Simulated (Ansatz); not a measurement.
# How fast states decay through CsTl3F6

A new crystal, CsTl3F6: structure, gap and complex bands. It is built by putting Cs for Na in the NaTl3F6 structure of space group Fm-3m, with the volume rescaled by atomic radii. The parent structure comes from the Materials Project.

Calculated with Ansatz 0.2.0; PBE DFT, plane waves, PAW files, in the first sound run; inputs show where later runs differ.

The structure was built from a prototype and need not be the compound's stable phase.

## 1. The starting structure

Symmetry: Fm-3m, No. 225, cubic system. Conventional cell: a = 9.310 Å, b = 9.310 Å, c = 9.310 Å, α = 90.00°, β = 90.00°, γ = 90.00°. Nearest to Cs lie 6 F at 2.35 Å. Nearest to Tl lie 12 F at 3.29 Å. Nearest to Tl lie 6 F at 2.30 Å. Nearest to F lie 1 Tl at 2.30 Å and 1 Cs at 2.35 Å. It derives from NaTl3F6. Cs for Na in the NaTl3F6 structure of space group Fm-3m. Farther neighbours and most contacts between anions are not listed.

## 2. Relaxing the new crystal

The substituted atoms don't fit the parent's cell, so cell and atoms relax together. A small smearing keeps the run stable in case the gap closes on the way.

input.yaml reads:

```yaml
crystal:
  lattice:
    - [0.0, 4.6549897127, 4.6549897127]
    - [4.6549897127, 0.0, 4.6549897127]
    - [4.6549897127, 4.6549897127, 0.0]
  atoms:
    - { symbol: Cs, position: [0.0, 0.0, 0.0] }
    - { symbol: Tl, position: [0.25, 0.25, 0.25] }
    - { symbol: Tl, position: [0.75, 0.75, 0.75] }
    - { symbol: Tl, position: [0.5, 0.5, 0.5] }
    - { symbol: F, position: [0.74730931, 0.25269069, 0.25269069] }
    - { symbol: F, position: [0.25269069, 0.74730931, 0.74730931] }
    - { symbol: F, position: [0.25269069, 0.74730931, 0.25269069] }
    - { symbol: F, position: [0.74730931, 0.25269069, 0.74730931] }
    - { symbol: F, position: [0.25269069, 0.25269069, 0.74730931] }
    - { symbol: F, position: [0.74730931, 0.74730931, 0.25269069] }
kpoints:
  mp_grid: { grid: [4, 4, 4] }
scf:
  occupations: { method: gaussian, width: 0.03 }
hamiltonian:
  xc: pbe
output:
  forces: true
  stress: true
relax:
  f_tol: 0.02
  max_steps: 60
  cell: {}
```

Run with:

```bash
$ ansatz run input.yaml --threads 2 --pin off --max-ram 4096MiB --backend cpu --events-out ev --progress --plain --runs-dir out
```

Numbers of over 12 decimals in the logs are rounded to 6 here.

The log of the run:

```text
Engine: ansatz 0.2.0, aarch64-unknown-linux-gnu
Pseudopotentials: kind: paw
Pseudopotential: Cs, paw, valence charge 9, recommended cutoff 420 eV (normal), Cs.paw.azcp
Pseudopotential: Tl, paw, valence charge 13, recommended cutoff 420 eV (normal), Tl.paw.azcp
Pseudopotential: F, paw, valence charge 7, recommended cutoff 420 eV (normal), F.paw.azcp
Functional definition: PBE
  parameter kappa = 0.804
  parameter beta = 0.066725
  exchange = pbe_x(kappa = kappa, mu = beta*pi^2/3)
  correlation = pbe_c(beta = beta)
Crystal: 10 atoms, lattice volume = 201.737 Å³
Basis set: ecut = 420 eV, 3839 PW (Γ), exchange–correlation on 90×90×90 points (8 copies of the dense FFT grid, shifted against one another)
Bands: 55, of which v1, the nominal top of the filled ones, is band 45 counted from 1 (44 counted from 0)
Symmetry: 48 space group operations
Space group: Fm-3m (ITA 225), of the structure as read, at distance tolerance 5.9e-5 Å
k-points: 8 of 64
Non-local potential: Cs, projectors of the file, l = 0: 3, l = 1: 2, l = 2: 2, l = 3: 2
Non-local potential: Tl, projectors of the file, l = 0: 2, l = 1: 2, l = 2: 2, l = 3: 1
Non-local potential: F, projectors of the file, l = 0: 2, l = 1: 2, l = 2: 1
PAW form: soft (Blöchl's): semilocal exchange-correlation on the pseudo side does not see the compensation charge
PAW one-centre angular grid: Cs, 194 points (default); XC on 64 Gauss nodes
PAW one-centre angular grid: Tl, 590 points (default); XC on 64 Gauss nodes
PAW one-centre angular grid: F, 110 points (default); XC on 64 Gauss nodes
Initial density: superposition of atomic densities (neutral atoms: chi_scale 0, normalization atom), corrected by the library's trained network
Initial wavefunctions: pseudopotential atomic-orbital guess
Functional: x = pbe(κ = 0.804, μ = 0.219515), c = pbe(β = 0.066725)
SCF iter   1: F=—  HF=-44853.184921 eV  |F-HF|=—  |Δ(HF+E_count)|=         —  Δρ=3.18e-3  dr2=2.45e-2  ethr=1.77e-3  ⟨swp⟩=5.9  Hψ=1609  notcnv=0  defer=4
preconditioner: auto → Resta (q_TF=auto, 2.385 Å⁻¹)  ε∞=4.3  [insulator: Δε(μ)=1.350 eV  Ē_g=13.674 eV  σ=0.030 eV  W_gap=1.00  n_scr=58 (ndim 8)  ℏωp=24.8 eV  f_vac=0.063  D(μ)=0.00/eV (n_scr^D=0)  ε∞_Penn≈4.3]
SCF iter   2: F=—  HF=-44853.184734 eV  |F-HF|=—  |Δ(HF+E_count)|=   1.87e-4  Δρ=1.49e-3  dr2=5.65e-3  ethr=2.72e-5  ⟨swp⟩=2.0  Hψ=811  notcnv=0  defer=24
SCF iter   3: F=—  HF=-44853.184090 eV  |F-HF|=—  |Δ(HF+E_count)|=   6.44e-4  Δρ=9.20e-4  dr2=1.51e-3  ethr=6.28e-6  ⟨swp⟩=2.0  Hψ=650  notcnv=0  defer=24
SCF iter   4: F=—  HF=-44853.183732 eV  |F-HF|=—  |Δ(HF+E_count)|=   3.58e-4  Δρ=2.08e-4  dr2=1.71e-4  ethr=1.68e-6  ⟨swp⟩=2.0  Hψ=627  notcnv=0  defer=24
SCF iter   5: F=—  HF=-44853.183706 eV  |F-HF|=—  |Δ(HF+E_count)|=   2.60e-5  Δρ=5.68e-5  dr2=9.69e-6  ethr=1.90e-7  ⟨swp⟩=2.0  Hψ=664  notcnv=0  defer=24
SCF iter   6: F=—  HF=-44853.183710 eV  |F-HF|=—  |Δ(HF+E_count)|=   4.01e-6  Δρ=1.04e-5  dr2=1.85e-7  ethr=1.08e-8  ⟨swp⟩=2.4  Hψ=734  notcnv=0  defer=24
SCF iter   7: F=-44853.183710 eV  HF=-44853.183710 eV  |F-HF|=1.85e-8  |Δ(HF+E_count)|=   2.08e-7  Δρ=2.75e-6  dr2=1.98e-8  ethr=1.11e-10  ⟨swp⟩=4.0  Hψ=1497  notcnv=0
SCF 1 converged in 7 iterations: F = -44853.183710 eV  dr2 = 1.98e-8
  greatest PAW one-centre occupation: 0.978 electrons in one spin orbital (limit 2), on the Tl atom at site 3 (counted from 0), in its partial waves of l = 2
relax step   1: F+E_penalty+E_count = -44853.18371042 eV  Δ(F+E_penalty+E_count) = +0.000e0 eV  max|allowed force component| = 2.968e0 eV/Å  Δτ_max = 0.0000 Å  P = +7.684 GPa  Ω = 201.737 Å³  (7 SCF iters, dr2 threshold 1.00e-7 eV, accepted)
Crystal: 10 atoms, lattice volume = 220.295 Å³
Basis set: ecut = 420 eV, 4285 PW (Γ), exchange–correlation on 90×90×90 points (8 copies of the dense FFT grid, shifted against one another)
Initial density: handed on by an earlier stage of this run
Initial wavefunctions: those handed on with the density
iter 1 solved again at ethr=1.32e-3 eV; its pass at ethr=3.10e-3 eV (dr2=1.19e0 eV) is discarded
SCF iter   1: F=—  HF=-44856.013160 eV  |F-HF|=—  |Δ(HF+E_count)|=         —  Δρ=3.06e-2  dr2=1.20e0  ethr=1.32e-3  ⟨swp⟩=1.6  Hψ=2030  notcnv=0
preconditioner: auto → Resta (q_TF=auto, 2.350 Å⁻¹)  ε∞=4.0  [insulator: Δε(μ)=3.403 eV  Ē_g=13.721 eV  σ=0.030 eV  W_gap=1.00  n_scr=58 (ndim 8)  ℏωp=23.7 eV  f_vac=0.100  D(μ)=0.00/eV (n_scr^D=0)  ε∞_Penn≈4.0]
SCF iter   2: F=—  HF=-44855.693848 eV  |F-HF|=—  |Δ(HF+E_count)|=   3.19e-1  Δρ=1.45e-2  dr2=2.32e-1  ethr=1.32e-3  ⟨swp⟩=2.8  Hψ=671  notcnv=0
SCF iter   3: F=—  HF=-44855.637531 eV  |F-HF|=—  |Δ(HF+E_count)|=   5.63e-2  Δρ=5.39e-3  dr2=4.06e-2  ethr=2.58e-4  ⟨swp⟩=2.1  Hψ=751  notcnv=0  defer=24
SCF iter   4: F=—  HF=-44855.627874 eV  |F-HF|=—  |Δ(HF+E_count)|=   9.66e-3  Δρ=1.21e-3  dr2=1.93e-3  ethr=4.51e-5  ⟨swp⟩=2.0  Hψ=706  notcnv=0  defer=24
SCF iter   5: F=—  HF=-44855.627456 eV  |F-HF|=—  |Δ(HF+E_count)|=   4.18e-4  Δρ=1.82e-4  dr2=1.26e-4  ethr=2.14e-6  ⟨swp⟩=2.0  Hψ=717  notcnv=0  defer=24
SCF iter   6: F=—  HF=-44855.627471 eV  |F-HF|=—  |Δ(HF+E_count)|=   1.45e-5  Δρ=5.93e-5  dr2=6.69e-6  ethr=1.40e-7  ⟨swp⟩=2.0  Hψ=600  notcnv=0  defer=24
SCF iter   7: F=-44855.627471 eV  HF=-44855.627471 eV  |F-HF|=9.84e-8  |Δ(HF+E_count)|=   2.40e-7  Δρ=9.70e-6  dr2=2.22e-7  ethr=1.11e-9  ⟨swp⟩=4.0  Hψ=1509  notcnv=0
SCF 2 converged in 7 iterations: F = -44855.627471 eV  dr2 = 2.22e-7
  greatest PAW one-centre occupation: 0.981 electrons in one spin orbital (limit 2), on the Tl atom at site 3 (counted from 0), in its partial waves of l = 2
relax step   2: F+E_penalty+E_count = -44855.62747086 eV  Δ(F+E_penalty+E_count) = -2.444e0 eV  max|allowed force component| = 2.775e-1 eV/Å  Δτ_max = 0.1950 Å  P = +2.830 GPa  Ω = 220.295 Å³  energy of the carried Pulay correction = -4.123e-2 eV  (7 SCF iters, dr2 threshold 1.00e-6 eV, accepted)
Crystal: 10 atoms, lattice volume = 230.587 Å³
Basis set: ecut = 420 eV, 4573 PW (Γ), exchange–correlation on 90×90×90 points (8 copies of the dense FFT grid, shifted against one another)
iter 1 solved again at ethr=6.55e-5 eV; its pass at ethr=3.10e-3 eV (dr2=5.89e-2 eV) is discarded
SCF iter   1: F=—  HF=-44855.765803 eV  |F-HF|=—  |Δ(HF+E_count)|=         —  Δρ=5.57e-3  dr2=6.15e-2  ethr=6.55e-5  ⟨swp⟩=2.9  Hψ=2254  notcnv=0
preconditioner: auto → Resta (q_TF=auto, 2.332 Å⁻¹)  ε∞=3.9  [insulator: Δε(μ)=3.336 eV  Ē_g=13.591 eV  σ=0.030 eV  W_gap=1.00  n_scr=58 (ndim 8)  ℏωp=23.2 eV  f_vac=0.116  D(μ)=0.00/eV (n_scr^D=0)  ε∞_Penn≈3.9]
SCF iter   2: F=—  HF=-44855.749191 eV  |F-HF|=—  |Δ(HF+E_count)|=   1.66e-2  Δρ=2.86e-3  dr2=9.00e-3  ethr=6.55e-5  ⟨swp⟩=2.0  Hψ=677  notcnv=0
SCF iter   3: F=—  HF=-44855.746731 eV  |F-HF|=—  |Δ(HF+E_count)|=   2.46e-3  Δρ=1.19e-3  dr2=2.96e-3  ethr=1.00e-5  ⟨swp⟩=2.0  Hψ=631  notcnv=0
SCF iter   4: F=—  HF=-44855.745677 eV  |F-HF|=—  |Δ(HF+E_count)|=   1.05e-3  Δρ=2.47e-4  dr2=1.73e-4  ethr=3.29e-6  ⟨swp⟩=2.0  Hψ=734  notcnv=0
SCF iter   5: F=—  HF=-44855.745724 eV  |F-HF|=—  |Δ(HF+E_count)|=   4.76e-5  Δρ=5.71e-5  dr2=5.15e-6  ethr=1.92e-7  ⟨swp⟩=2.4  Hψ=690  notcnv=0
SCF iter   6: F=-44855.745732 eV  HF=-44855.745731 eV  |F-HF|=5.36e-7  |Δ(HF+E_count)|=   6.84e-6  Δρ=9.81e-6  dr2=2.47e-7  ethr=1.11e-9  ⟨swp⟩=4.0  Hψ=1510  notcnv=0
SCF 3 converged in 6 iterations: F = -44855.745732 eV  dr2 = 2.47e-7
relax step   3: F+E_penalty+E_count = -44855.74573187 eV  Δ(F+E_penalty+E_count) = -1.183e-1 eV  max|allowed force component| = 1.132e-1 eV/Å  Δτ_max = 0.0244 Å  P = +0.673 GPa  Ω = 230.587 Å³  energy of the carried Pulay correction = -6.259e-2 eV  (6 SCF iters, dr2 threshold 1.00e-6 eV, accepted)
[...]
relax step   4: F+E_penalty+E_count = -44855.75133421 eV  Δ(F+E_penalty+E_count) = -5.602e-3 eV  max|allowed force component| = 5.811e-3 eV/Å  Δτ_max = 0.0131 Å  P = +0.083 GPa  Ω = 234.328 Å³  energy of the carried Pulay correction = -7.010e-2 eV  (5 SCF iters, dr2 threshold 1.00e-6 eV, accepted)
[...]
relax step   5: F+E_penalty+E_count = -44855.75062270 eV  Δ(F+E_penalty+E_count) = +7.115e-4 eV  max|allowed force component| = 4.207e-3 eV/Å  Δτ_max = 0.0000 Å  P = -0.014 GPa  Ω = 234.729 Å³  energy of the carried Pulay correction = -7.090e-2 eV  (5 SCF iters, dr2 threshold 1.71e-8 eV, accepted)
[...]
relax step   6: F+E_penalty+E_count = -44855.94351874 eV  Δ(F+E_penalty+E_count) = -1.929e-1 eV  max|allowed force component| = 1.725e-3 eV/Å  Δτ_max = 0.0000 Å  P = +1.331 GPa  Ω = 234.729 Å³  stress off target by 1.33e0 GPa  SCF on the basis re-selected at this cell (its energy is not comparable with the rows above)  (7 SCF iters)
[...]
relax step   7: F+E_penalty+E_count = -44855.96398995 eV  Δ(F+E_penalty+E_count) = -2.047e-2 eV  max|allowed force component| = 2.374e-4 eV/Å  Δτ_max = 0.0102 Å  P = +0.421 GPa  Ω = 241.395 Å³  energy of the carried Pulay correction = -1.540e-2 eV  (6 SCF iters, dr2 threshold 1.00e-6 eV, accepted)
[...]
relax step   8: F+E_penalty+E_count = -44855.95786551 eV  Δ(F+E_penalty+E_count) = +6.124e-3 eV  max|allowed force component| = 5.460e-3 eV/Å  Δτ_max = 0.0057 Å  P = -0.046 GPa  Ω = 245.228 Å³  energy of the carried Pulay correction = -2.603e-2 eV  (6 SCF iters, dr2 threshold 4.42e-7 eV, accepted)
iter 1 solved again at ethr=2.06e-7 eV; its pass at ethr=3.10e-3 eV (dr2=1.85e-4 eV) is discarded
SCF iter   1: F=—  HF=-44855.984039 eV  |F-HF|=—  |Δ(HF+E_count)|=         —  Δρ=3.88e-4  dr2=5.47e-5  ethr=2.06e-7  ⟨swp⟩=3.0  Hψ=3035  notcnv=0
preconditioner: auto → Resta (q_TF=auto, 2.309 Å⁻¹)  ε∞=3.8  [insulator: Δε(μ)=3.357 eV  Ē_g=13.364 eV  σ=0.030 eV  W_gap=1.00  n_scr=58 (ndim 8)  ℏωp=22.5 eV  f_vac=0.140  D(μ)=0.00/eV (n_scr^D=0)  ε∞_Penn≈3.8]
SCF iter   2: F=—  HF=-44855.984573 eV  |F-HF|=—  |Δ(HF+E_count)|=   5.34e-4  Δρ=1.67e-4  dr2=1.72e-5  ethr=6.08e-8  ⟨swp⟩=2.0  Hψ=800  notcnv=0
SCF iter   3: F=—  HF=-44855.984739 eV  |F-HF|=—  |Δ(HF+E_count)|=   1.66e-4  Δρ=8.12e-5  dr2=1.93e-6  ethr=1.91e-8  ⟨swp⟩=2.0  Hψ=563  notcnv=0
SCF iter   4: F=—  HF=-44855.984627 eV  |F-HF|=—  |Δ(HF+E_count)|=   1.12e-4  Δρ=2.53e-6  dr2=8.65e-9  ethr=2.14e-9  ⟨swp⟩=2.0  Hψ=800  notcnv=0
SCF iter   5: F=—  HF=-44855.984627 eV  |F-HF|=—  |Δ(HF+E_count)|=   1.21e-8  Δρ=4.63e-7  dr2=5.07e-10  ethr=9.62e-12  ⟨swp⟩=2.0  Hψ=621  notcnv=0
SCF iter   6: F=-44855.984627 eV  HF=-44855.984627 eV  |F-HF|=1.02e-10  |Δ(HF+E_count)|=   1.11e-9  Δρ=1.11e-7  dr2=4.93e-11  ethr=1.00e-12  ⟨swp⟩=4.0  Hψ=1552  notcnv=0
SCF 9 converged in 6 iterations: F = -44855.984627 eV  dr2 = 4.93e-11
relax step   9: F+E_penalty+E_count = -44855.98462680 eV  Δ(F+E_penalty+E_count) = -2.676e-2 eV  max|allowed force component| = 5.352e-3 eV/Å  Δτ_max = 0.0000 Å  P = +0.010 GPa  Ω = 245.228 Å³  stress off target by 9.72e-3 GPa  SCF on the basis re-selected at this cell (its energy is not comparable with the rows above)  (6 SCF iters)
basis re-selected at this cell: Δ(F+E_penalty+E_count) = -2.676e-2 eV, ΔP = +0.055 GPa vs the last step (what re-selecting the basis moved, of the pressure what is left beyond the Pulay correction that the steps carried, after the strain that the cell walked since its last selection, with what the two solves' SCF thresholds leave and, on support functions, any second-order correction that the steps lacked; it is no m [...]
SCF converged after 6 iterations
Free energy (F): -44855.984627 eV
Harris-Foulkes:  -44855.984627 eV  (|F-HF|=1.02e-10)
Internal energy: -44855.984627 eV  (E = F + TS)
E sigma→0 (E₀):  -44855.984627 eV
Fermi energy:    3.432474 eV
--- Per-component energies (eV) ---
  E_band       = -468.434863
  E_kinetic    = 2380.810561
  E_local      = -8053.077019  (includes V_loc(G=0)·N_el)
  E_nonlocal   = 1426.794478
  E_hartree    = 3090.830281
  E_xc         = -1339.784897
  E_vxc        = -1158.618652  (∫ρ·V_xc dr)
  E_paw        = -36769.305766  (= ΣΔE_a)
  E_vpaw       = -1246.017467  (= ΣTr[D̂ρ^β])
  E_aug_tail   = 0.012352  (compensation charges beyond the density's cutoff)
  E_ewald      = -5592.264617
  E_smearing   = -0.000000  (= −TS)
  E_closure    = -0.000000  (closes the sum)
  Σ components = -44855.984627   (vs F -44855.984627, Δ=0.00e0)
--- Forces (eV/Å), atoms counted from 1 ---
  atom   1  Cs    -0.00000000     0.00000000     0.00000000
  atom   2  Tl    -0.00000000     0.00000000     0.00000000
  atom   3  Tl     0.00000000     0.00000000     0.00000000
  atom   4  Tl     0.00000000    -0.00000000     0.00000000
  atom   5  F      0.00535172    -0.00000000    -0.00000000
  atom   6  F     -0.00535172     0.00000000     0.00000000
  atom   7  F     -0.00000000     0.00535172    -0.00000000
  atom   8  F      0.00000000    -0.00535172     0.00000000
  atom   9  F     -0.00000000     0.00000000     0.00535172
  atom  10  F      0.00000000    -0.00000000    -0.00535172
  max |Σ_I F_I| component: 2.42e-18 eV/Å
--- Stress (GPa, compression-positive) ---
        0.009723       0.000000       0.000000
        0.000000       0.009723      -0.000000
        0.000000      -0.000000       0.009723
  P = ⅓ Tr σ = 0.0097 GPa (0.097 kbar)
--- Relaxed structure (7 steps of the walk, 7 accepted, 2 SCFs on fresh bases) ---
  F+E_penalty+E_count = -44855.98462680 eV   max|allowed force component| = 5.352e-3 eV/Å   (the final SCF, on the basis selected at the relaxed cell)
  cell:  # Å, volume = 245.2275 Å³
    - [0, 4.967979, 4.967979]
    - [4.967979, 0, 4.967979]
    - [4.967979, 4.967979, 0]
  atoms:
    - { symbol: Cs, position: [-1.1180177253979162e-18, 0, 0] }
    - { symbol: Tl, position: [0.250000, 0.250000, 0.250000] }
    - { symbol: Tl, position: [0.750000, 0.750000, 0.750000] }
    - { symbol: Tl, position: [0.500000, 0.500000, 0.500000] }
    - { symbol: F, position: [0.720635, 0.279365, 0.279365] }
    - { symbol: F, position: [0.279365, 0.720635, 0.720635] }
    - { symbol: F, position: [0.279365, 0.720635, 0.279365] }
    - { symbol: F, position: [0.720635, 0.279365, 0.720635] }
    - { symbol: F, position: [0.279365, 0.279365, 0.720635] }
    - { symbol: F, position: [0.720635, 0.720635, 0.279365] }
```

Run time: 19 s. Hardware: 2 threads of Arm Neoverse V2, shared host; peak memory 0.56 GiB; 37 s of CPU time.

The steps of the relaxation:

```tsv
step	energy less that of the first step (eV)	largest force component (eV/Å)	pressure (GPa)	volume (Å³)
1	0.0000	2.9682	7.68	201.74
2	-2.4438	0.2775	2.83	220.29
3	-2.5620	0.1132	0.67	230.59
4	-2.5676	0.0058	0.08	234.33
5	-2.5669	0.0042	-0.01	234.73
6*	-2.7598	0.0017	1.33	234.73
7	-2.7803	0.0002	0.42	241.40
8	-2.7742	0.0055	-0.05	245.23
9*	-2.8009	0.0054	0.01	245.23
```

Relaxation steps marked * repeat the geometry before them on a plane-wave basis chosen anew for their cell, so energy and pressure can jump there.

Forces are held to the 48 operations that the run works with; a distortion that breaks them can't arise in this run.

```tsv
conventional cell, symmetrised	before	after	change
a (Å)	9.310	9.936	+6.7 %
b (Å)	9.310	9.936	+6.7 %
c (Å)	9.310	9.936	+6.7 %
volume (Å³/atom)	20.17	24.52	+21.6 %
```

The atoms that moved most (Å, as changes of fractional coordinates times the final cell):

```tsv
atom	dx	dy	dz	length
F8	0.000	-0.265	0.000	0.265
F6	-0.265	0.000	0.000	0.265
F10	0.000	0.000	-0.265	0.265
F5	0.265	0.000	0.000	0.265
F9	0.000	0.000	0.265	0.265
F7	0.000	0.265	0.000	0.265
```

This step gave:

```yaml
free_energy: -44855.9846 eV
fermi_energy: 3.432 eV
pressure: 0.009723 GPa
```

The largest force component on a free atom ends at 0.0054 eV/Å.

[end of part 1 of 3]

[Logs are printed without paths, hosts, clocks, repeated set-up lines and the standing remarks that a program may print on its own settings, such as how far it seeks lower states.]

[Hosts, paths, dates, database ids (printed as entryN), source tags and the programs' standing remarks are cut or masked in the printed files.]
